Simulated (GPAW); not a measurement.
# HfGe2N4 monolayer: work function by functional and basis, part 2 of 2

How far do functional and basis move the work function of HfGe2N4 monolayer? Where a layer proves gapped, the work function hangs on where the smearing puts the Fermi level, and the band edges take its place.

GPAW 26.7.0; GPAW, PAW setups; layer in a repeated cell with vacuum, relaxation of atoms and in-plane cell (the session's first sound run).

So far, upper work function (eV): step 3 (plane waves, PBE) 6.01; step 4 (OptPBE vdW: xc = "optPBE-vdW", GPAW, PAW setups, GPAW) 6.26; step 5 (self-consistent run: xc = "vdW-DF2", GPAW, PAW setups, GPAW) 6.49.

### Step 6. Self-consistent run: xc = "RPBE"

Level of this step: GPAW, PAW setups; slab in vacuum (GPAW).

The same geometry under RPBE, to see how far the functional moves the levels against the vacuum.

run.py reads:

```python
import json
import numpy as np
from ase import Atoms
from gpaw import GPAW, PW

slab = Atoms(
    ['N', 'Ge', 'N', 'Hf', 'N', 'Ge', 'N'],
    positions=[
        [-0.00000, -0.00000, 7.00000],
        [0.00000, 1.79821, 7.60843],
        [0.00000, 1.79821, 9.49354],
        [0.00000, 0.00000, 10.72575],
        [0.00000, 1.79821, 11.95794],
        [0.00000, 1.79821, 13.84305],
        [-0.00000, 0.00000, 14.45149]],
    cell=[[3.11458, -0.0, 0.0], [-1.55729, 2.69731, 0.0], [0.0, 0.0, 21.4515]],
    pbc=[True, True, False])

slab.calc = GPAW(mode=PW(500), xc='RPBE', kpts={'size': (12, 12, 1), 'gamma': True},
                 occupations={'name': 'fermi-dirac', 'width': 0.05}, nbands='200%',
                 convergence={'density': 1e-05}, maxiter=200,
                 poissonsolver={'dipolelayer': 'xy'},
                 symmetry={'tolerance': 1e-3}, txt='slab.txt')
result = {}
energy = slab.get_potential_energy()
fermi = slab.calc.get_fermi_level()
v = slab.calc.get_electrostatic_potential().mean((0, 1)) - fermi
n = slab.calc.get_pseudo_density().mean((0, 1))
L = slab.cell[2, 2]
z = np.arange(len(v)) * L / len(v)
low, high = slab.positions[:, 2].min(), slab.positions[:, 2].max()
below, above = np.interp([low - 4.8, high + 4.8], z, v)
slopes = [np.interp(x, z, np.gradient(v, z)) for x in (low - 4.8, high + 4.8)]
eps = np.array([[slab.calc.get_eigenvalues(k, s) for k in range(len(slab.calc.get_ibz_k_points()))]
                for s in range(slab.calc.get_number_of_spins())]) - fermi
top, bottom = eps[eps < 0].max(), eps[eps > 0].min()
dipole = slab.get_dipole_moment()[2]
print(f'energy {energy:.4f} eV, Fermi level {fermi:.4f} eV, dipole {dipole:.5f} e A')
print(f'potential 4.8 A off the faces, from the Fermi level: lower {below:.4f} eV, upper {above:.4f} eV')
print(f'slope of the potential there: lower {slopes[0]:.5f}, upper {slopes[1]:.5f} eV/A')
print(f'nearest levels on the mesh: {top:.4f} and {bottom:.4f} eV')
print('magnetic moment', round(slab.get_magnetic_moment(), 3))
result.update(energy=energy, fermi=fermi, dipole=dipole, below=below, above=above, slopes=slopes, edges=[top, bottom],
              z=z.tolist(), v=v.tolist(), n=n.tolist(), positions=slab.positions.tolist(),
              forces=slab.get_forces(apply_constraint=False).tolist(), moments=slab.get_magnetic_moments().tolist())
json.dump(result, open('result.json', 'w'))
```

Run with:

```sh
OMP_NUM_THREADS=1 OPENBLAS_NUM_THREADS=1 python run.py
```

The log of the run:

```text
energy -47.9838 eV, Fermi level 0.8766 eV, dipole 0.00096 e A
potential 4.8 A off the faces, from the Fermi level: lower 5.8448 eV, upper 5.8508 eV
slope of the potential there: lower -0.00108, upper 0.00108 eV/A
nearest levels on the mesh: -0.9058 and 0.8408 eV
magnetic moment 0.0
```

Run time: 97 s. Hardware: 1 thread of Arm Neoverse V1, shared host; peak memory 0.26 GiB.

This step gave:

```yaml
dipole_along_the_normal: 9.62e-4 e·Å
levels_nearest_the_fermi_level_on_the_mesh: -0.9058, 0.8408 eV from the Fermi level
upper_work_function: 5.851 eV
lower_work_function: 5.845 eV
upper_ionisation_energy: 6.757 eV
```

The electrostatic potential energy of an electron (without an applied field's), less the Fermi level, planar mean oscillates, so the rows of the table below give means over windows of 1.05 Å about each position, cut where the curve ends. Its maxima inside the range that stand out by 2 % of the span (Å: eV): 8.8: 1.11, 9.9: -7.64, 11.6: -7.64, 12.6: 1.11. Its minima: 7.6: -21.4, 9.5: -11.0, 10.7: -24.6, 12.0: -11.0, 13.9: -21.4.

The electrostatic potential energy of an electron (without an applied field's), less the Fermi level, planar mean by z; means over each step:

| z (Å) | electrostatic potential energy of an electron (without an applied field's), less the Fermi level, planar mean (eV) |
| --- | --- |
| 0.53 | 5.85 |
| 1.58 | 5.85 |
| 2.63 | 5.84 |
| 3.68 | 5.84 |
| 4.73 | 5.81 |
| 5.78 | 4.89 |
| 6.83 | -10.5 |
| 7.88 | -13.9 |
| 8.93 | -1.95 |
| 9.98 | -11.7 |
| 11.03 | -17.6 |
| 12.08 | -6.05 |
| 13.13 | -5.10 |
| 14.18 | -18.4 |
| 15.23 | 1.67 |
| 16.28 | 5.71 |
| 17.33 | 5.84 |
| 18.38 | 5.85 |
| 19.43 | 5.85 |
| 20.48 | 5.85 |

The highest filled level lies 0.906 eV under the Fermi level, so the ionisation energy from the upper face is 5.851 + 0.906 = 6.757 eV, against 6.885 eV in the base run.

### Step 7. Self-consistent run: xc = "revPBE"

The same geometry under revPBE, to see how far the functional moves the levels against the vacuum.

run.py, as its differences from that of step 6:

```diff
@@ -18,3 +18,3 @@
 
-slab.calc = GPAW(mode=PW(500), xc='RPBE', kpts={'size': (12, 12, 1), 'gamma': True},
+slab.calc = GPAW(mode=PW(500), xc='revPBE', kpts={'size': (12, 12, 1), 'gamma': True},
                  occupations={'name': 'fermi-dirac', 'width': 0.05}, nbands='200%',
```

The log of the run:

```text
energy -48.3995 eV, Fermi level 0.8528 eV, dipole 0.00096 e A
potential 4.8 A off the faces, from the Fermi level: lower 5.8566 eV, upper 5.8626 eV
slope of the potential there: lower -0.00108, upper 0.00108 eV/A
nearest levels on the mesh: -0.8994 and 0.8357 eV
magnetic moment 0.0
```

It took 98 s on 1 thread; peak memory 0.27 GiB.

Numbers from this step:

| Item | Value |
| --- | --- |
| dipole along the normal | 9.63e-4 e·Å |
| levels nearest the Fermi level on the mesh | -0.8994, 0.8357 eV from the Fermi level |
| upper work function | 5.863 eV |
| lower work function | 5.857 eV |
| upper ionisation energy | 6.762 eV |

The highest filled level lies 0.899 eV under the Fermi level, so the ionisation energy from the upper face is 5.863 + 0.899 = 6.762 eV, against 6.885 eV in the base run.

### Step 8. Self-consistent run: xc = "LDA"

The same geometry under LDA, to see how far the functional moves the levels against the vacuum.

run.py, as its differences from that of step 7:

```diff
@@ -18,3 +18,3 @@
 
-slab.calc = GPAW(mode=PW(500), xc='revPBE', kpts={'size': (12, 12, 1), 'gamma': True},
+slab.calc = GPAW(mode=PW(500), xc='LDA', kpts={'size': (12, 12, 1), 'gamma': True},
                  occupations={'name': 'fermi-dirac', 'width': 0.05}, nbands='200%',
```

The log of the run:

```text
energy -56.7711 eV, Fermi level 0.3471 eV, dipole 0.00098 e A
potential 4.8 A off the faces, from the Fermi level: lower 6.3810 eV, upper 6.3870 eV
slope of the potential there: lower -0.00112, upper 0.00112 eV/A
nearest levels on the mesh: -0.8160 and 0.7887 eV
magnetic moment 0.0
```

Elapsed: 96 s, on 1 thread; peak memory 0.27 GiB.

Numbers from this step:

```
dipole along the normal                    : 9.83e-4 e·Å
levels nearest the Fermi level on the mesh : -0.8160, 0.7887 eV from the Fermi level
upper work function                        : 6.387 eV
lower work function                        : 6.381 eV
upper ionisation energy                    : 7.203 eV
```

The electrostatic potential energy of an electron (without an applied field's), less the Fermi level, planar mean oscillates, so the rows of the table below give means over windows of 1.05 Å about each position, cut where the curve ends. Its maxima inside the range that stand out by 2 % of the span (Å: eV): 8.8: 1.61, 9.9: -7.12, 11.6: -7.12, 12.6: 1.62. Its minima: 7.6: -21.0, 9.5: -10.5, 10.7: -24.0, 12.0: -10.5, 13.9: -21.0.

Electrostatic potential energy of an electron (without an applied field's), less the Fermi level, planar mean against z; means over each step:

| z (Å) | electrostatic potential energy of an electron (without an applied field's), less the Fermi level, planar mean (eV) |
| --- | --- |
| 0.53 | 6.38 |
| 1.58 | 6.38 |
| 2.63 | 6.38 |
| 3.68 | 6.38 |
| 4.73 | 6.35 |
| 5.78 | 5.42 |
| 6.83 | -10.0 |
| 7.88 | -13.4 |
| 8.93 | -1.45 |
| 9.98 | -11.1 |
| 11.03 | -17.0 |
| 12.08 | -5.57 |
| 13.13 | -4.53 |
| 14.18 | -18.0 |
| 15.23 | 2.17 |
| 16.28 | 6.25 |
| 17.33 | 6.38 |
| 18.38 | 6.39 |
| 19.43 | 6.39 |
| 20.48 | 6.39 |

The highest filled level lies 0.816 eV under the Fermi level, so the ionisation energy from the upper face is 6.387 + 0.816 = 7.203 eV, against 6.885 eV in the base run.

### Step 9. Real-space grid: mode = "fd"

A real-space grid is a second complete basis, so it checks the plane-wave result.

run.py, as its differences from that of step 8:

```diff
@@ -3,3 +3,3 @@
 from ase import Atoms
-from gpaw import GPAW, PW
+from gpaw import GPAW
 
@@ -18,3 +18,3 @@
 
-slab.calc = GPAW(mode=PW(500), xc='LDA', kpts={'size': (12, 12, 1), 'gamma': True},
+slab.calc = GPAW(mode='fd', h=0.18, xc='PBE', kpts={'size': (12, 12, 1), 'gamma': True},
                  occupations={'name': 'fermi-dirac', 'width': 0.05}, nbands='200%',
```

The log of the run:

```text
energy -53.2845 eV, Fermi level -6.0269 eV, dipole -0.00028 e A
potential 4.8 A off the faces, from the Fermi level: lower 6.0239 eV, upper 6.0299 eV
slope of the potential there: lower -0.00003, upper 0.00003 eV/A
nearest levels on the mesh: -0.8999 and 0.8795 eV
magnetic moment 0.0
```

The job ended after 3.7 min (1 thread; peak memory 0.71 GiB).

Numbers from this step:

* dipole along the normal: -2.82e-4 e·Å
* levels nearest the Fermi level on the mesh: -0.8999, 0.8795 eV from the Fermi level
* upper work function: 6.030 eV
* lower work function: 6.024 eV
* upper ionisation energy: 6.930 eV

The electrostatic potential energy of an electron (without an applied field's), less the Fermi level, planar mean oscillates, so the rows of the table below give means over windows of 1.16 Å about each position, cut where the curve ends. Its maxima inside the range that stand out by 2 % of the span (Å: eV): 8.8: 1.23, 9.9: -7.57, 11.5: -7.57, 12.7: 1.24. Its minima: 7.5: -21.3, 9.6: -10.8, 10.7: -24.5, 11.9: -10.8, 13.9: -21.3.

The electrostatic potential energy of an electron (without an applied field's), less the Fermi level, planar mean by z; means over each step:

| z (Å) | electrostatic potential energy of an electron (without an applied field's), less the Fermi level, planar mean (eV) |
| --- | --- |
| 0.58 | 6.02 |
| 1.74 | 6.02 |
| 2.90 | 6.02 |
| 4.06 | 6.02 |
| 5.22 | 5.86 |
| 6.38 | -1.01 |
| 7.54 | -17.8 |
| 8.70 | -1.51 |
| 9.86 | -10.6 |
| 11.02 | -17.2 |
| 12.18 | -4.84 |
| 13.34 | -9.27 |
| 14.50 | -12.7 |
| 15.66 | 4.94 |
| 16.82 | 6.00 |
| 17.98 | 6.03 |
| 19.14 | 6.03 |
| 20.30 | 6.03 |

The highest filled level lies 0.900 eV under the Fermi level, so the ionisation energy from the upper face is 6.030 + 0.900 = 6.930 eV, against 6.885 eV in the base run.

### Step 10. Atomic orbitals: mode = "lcao"

Atom-centred orbitals end a few angstrom from the surface, which tests how much the density's tail matters.

run.py, as its differences from that of step 9:

```diff
@@ -18,4 +18,4 @@
 
-slab.calc = GPAW(mode='fd', h=0.18, xc='PBE', kpts={'size': (12, 12, 1), 'gamma': True},
-                 occupations={'name': 'fermi-dirac', 'width': 0.05}, nbands='200%',
+slab.calc = GPAW(mode='lcao', basis='dzp', h=0.18, xc='PBE', kpts={'size': (12, 12, 1), 'gamma': True},
+                 occupations={'name': 'fermi-dirac', 'width': 0.05}, nbands='120%',
                  convergence={'density': 1e-05}, maxiter=200,
```

The log of the run:

```text
energy -50.2104 eV, Fermi level -6.0046 eV, dipole -0.00028 e A
potential 4.8 A off the faces, from the Fermi level: lower 6.0016 eV, upper 6.0076 eV
slope of the potential there: lower 0.00000, upper 0.00000 eV/A
nearest levels on the mesh: -0.8751 and 0.8666 eV
magnetic moment 0.0
```

Run time: 4.2 min. Hardware: 1 thread; peak memory 0.32 GiB.

This step gave:

* levels nearest the Fermi level on the mesh: -0.8751, 0.8666 eV from the Fermi level
* upper work function: 6.008 eV
* lower work function: 6.002 eV
* upper ionisation energy: 6.883 eV

The electrostatic potential energy of an electron (without an applied field's), less the Fermi level, planar mean oscillates, so the rows of the table below give means over windows of 1.07 Å about each position, cut where the curve ends. Its maxima inside the range that stand out by 2 % of the span (Å: eV): 8.8: 1.18, 9.8: -7.67, 11.6: -7.67, 12.7: 1.18. Its minima: 7.5: -21.5, 9.6: -10.8, 10.7: -24.7, 11.9: -10.8, 13.9: -21.5.

Electrostatic potential energy of an electron (without an applied field's), less the Fermi level, planar mean against z; means over each step:

| z (Å) | electrostatic potential energy of an electron (without an applied field's), less the Fermi level, planar mean (eV) |
| --- | --- |
| 0.54 | 6.00 |
| 1.60 | 6.00 |
| 2.67 | 6.00 |
| 3.74 | 6.00 |
| 4.81 | 5.99 |
| 5.88 | 4.69 |
| 6.95 | -13.2 |
| 8.02 | -11.1 |
| 9.09 | -3.40 |
| 10.16 | -14.0 |
| 11.23 | -14.7 |
| 12.30 | -3.88 |
| 13.37 | -10.0 |
| 14.44 | -14.3 |
| 15.51 | 4.42 |
| 16.58 | 5.99 |
| 17.65 | 6.01 |
| 18.72 | 6.01 |
| 19.79 | 6.01 |
| 20.86 | 6.01 |

The highest filled level lies 0.875 eV under the Fermi level, so the ionisation energy from the upper face is 6.008 + 0.875 = 6.883 eV, against 6.885 eV in the base run.

### Step 11. The ladder

Times are for 1 thread of Arm Neoverse V1, shared host. The runs compared:

| no. | run | upper ionisation energy (eV) | time | memory (GiB) |
| --- | --- | --- | --- | --- |
| 1 | pw | 6.885 | 99 s | 0.26 |
| 2 | optPBE vdW | 7.160 | 1.9 min | 0.45 |
| 3 | vdW DF2 | 7.381 | 1.8 min | 0.45 |
| 4 | RPBE | 6.757 | 97 s | 0.26 |
| 5 | revPBE | 6.762 | 98 s | 0.27 |
| 6 | LDA | 7.203 | 96 s | 0.27 |
| 7 | fd | 6.930 | 3.7 min | 0.71 |
| 8 | lcao | 6.883 | 4.2 min | 0.32 |

### Step 12. Side by side

Results and costs are gathered.

This step: comparison of work functions, dipole and cost (GPAW 26.7.0).

Ladder, by row:

| step | code | work function, upper (eV) | work function, lower (eV) | dipole (e Å) | wall time (s) | peak memory (GiB) | threads |
| --- | --- | --- | --- | --- | --- | --- | --- |
| pw | GPAW | 6.009 | 6.003 | 9.67e-4 | 98.52 | 0.26 | 1 |
| optPBE-vdW | GPAW | 6.257 | 6.251 | 9.63e-4 | 114.2 | 0.45 | 1 |
| vdW-DF2 | GPAW | 6.495 | 6.489 | 9.63e-4 | 110.4 | 0.45 | 1 |
| RPBE | GPAW | 5.851 | 5.845 | 9.62e-4 | 97.4 | 0.26 | 1 |
| revPBE | GPAW | 5.863 | 5.857 | 9.63e-4 | 97.81 | 0.27 | 1 |
| LDA | GPAW | 6.387 | 6.381 | 9.83e-4 | 96.46 | 0.27 | 1 |
| fd | GPAW | 6.03 | 6.024 | -2.82e-4 | 222.8 | 0.71 | 1 |
| lcao | GPAW | 6.008 | 6.002 | -2.82e-4 | 252.4 | 0.32 | 1 |

### Step 13. A changed run

One more run, with changed settings.

This step: GPAW, PAW setups; slab in vacuum (GPAW 26.7.0).

run.py, as its differences from that of step 10:

```diff
@@ -3,3 +3,3 @@
 from ase import Atoms
-from gpaw import GPAW
+from gpaw import GPAW, PW
 
@@ -18,5 +18,5 @@
 
-slab.calc = GPAW(mode='lcao', basis='dzp', h=0.18, xc='PBE', kpts={'size': (12, 12, 1), 'gamma': True},
-                 occupations={'name': 'fermi-dirac', 'width': 0.05}, nbands='120%',
-                 convergence={'density': 1e-05}, maxiter=200,
+slab.calc = GPAW(mode=PW(500), xc='PBE', kpts={'size': (12, 12, 1), 'gamma': True},
+                 occupations={'name': 'fermi-dirac', 'width': 0.05}, nbands='200%',
+                 convergence={'density': 1e-05}, maxiter=50,
                  poissonsolver={'dipolelayer': 'xy'},
@@ -31,4 +31,4 @@
 low, high = slab.positions[:, 2].min(), slab.positions[:, 2].max()
-below, above = np.interp([low - 4.8, high + 4.8], z, v)
-slopes = [np.interp(x, z, np.gradient(v, z)) for x in (low - 4.8, high + 4.8)]
+below, above = np.interp([low - 1.0, high + 1.0], z, v)
+slopes = [np.interp(x, z, np.gradient(v, z)) for x in (low - 1.0, high + 1.0)]
 eps = np.array([[slab.calc.get_eigenvalues(k, s) for k in range(len(slab.calc.get_ibz_k_points()))]
@@ -38,3 +38,3 @@
 print(f'energy {energy:.4f} eV, Fermi level {fermi:.4f} eV, dipole {dipole:.5f} e A')
-print(f'potential 4.8 A off the faces, from the Fermi level: lower {below:.4f} eV, upper {above:.4f} eV')
+print(f'potential 1.0 A off the faces, from the Fermi level: lower {below:.4f} eV, upper {above:.4f} eV')
 print(f'slope of the potential there: lower {slopes[0]:.5f}, upper {slopes[1]:.5f} eV/A')
```

The log of the run:

```text
energy -50.7868 eV, Fermi level 0.7237 eV, dipole 0.00097 e A
potential 1.0 A off the faces, from the Fermi level: lower 4.7459 eV, upper 4.7519 eV
slope of the potential there: lower -4.18247, upper 4.18261 eV/A
nearest levels on the mesh: -0.8760 and 0.8147 eV
magnetic moment 0.0
```

The job ended after 98 s (1 thread; peak memory 0.27 GiB).

The run finished. A setting was moved off its sound value on purpose, so it serves as a test and not as the result.

The fault put into the input: the potential probed 1 A off the face (probe = 1.0).

### Step 14. Results

```json
{
 "work function, upper and lower face (Fermi level placed in the gap by the smearing)": "6.009 and 6.003 eV",
 "ionisation energy from the upper face (highest filled level on the mesh)": "6.89 eV",
 "electron affinity from the upper face (lowest empty Kohn-Sham level on the mesh)": "5.19 eV",
 "dipole along the normal": "9.7e-4 e Å, near the numerical noise"
}
```

What this shows: With plane waves and PBE the ionisation energy from the upper face is 6.89 eV and the Kohn-Sham electron affinity 5.19 eV. The levels nearest the Fermi level on the mesh lie 1.69 eV apart, so the slab is gapped there: the smearing puts the Fermi level inside the gap, and from either face the ionisation energy is the work function plus 0.88 eV. Both are Kohn-Sham levels on the mesh, and semilocal gaps are too small, so the affinity tends to come out too large and the ionisation energy too small. Work functions of a gapped slab move with the place of the Fermi level in the gap; over the runs without a planted fault the highest filled level on the mesh lies 6.76 (RPBE) to 7.38 eV (vdW-DF2) under the upper vacuum level. The starting lattice was a guess from atomic radii; the relaxation moved it by 3 %. With elements this heavy, spin-orbit coupling can move band edges by tenths of an eV. The small printed dipole stands for a step of -21 meV from the lower to the upper face, and the probes find 6.0 meV; values this small are near the numerical noise of both. The layer's cell and atoms come from the relaxation; spin-orbit coupling and temperature are left out.

[Logs are printed without paths, hosts, clocks, repeated set-up lines and the standing remarks that a program may print on its own settings, such as how far it seeks lower states.]

[Hosts, paths, dates, database ids (printed as entryN), source tags and the programs' standing remarks are cut or masked in the printed files.]
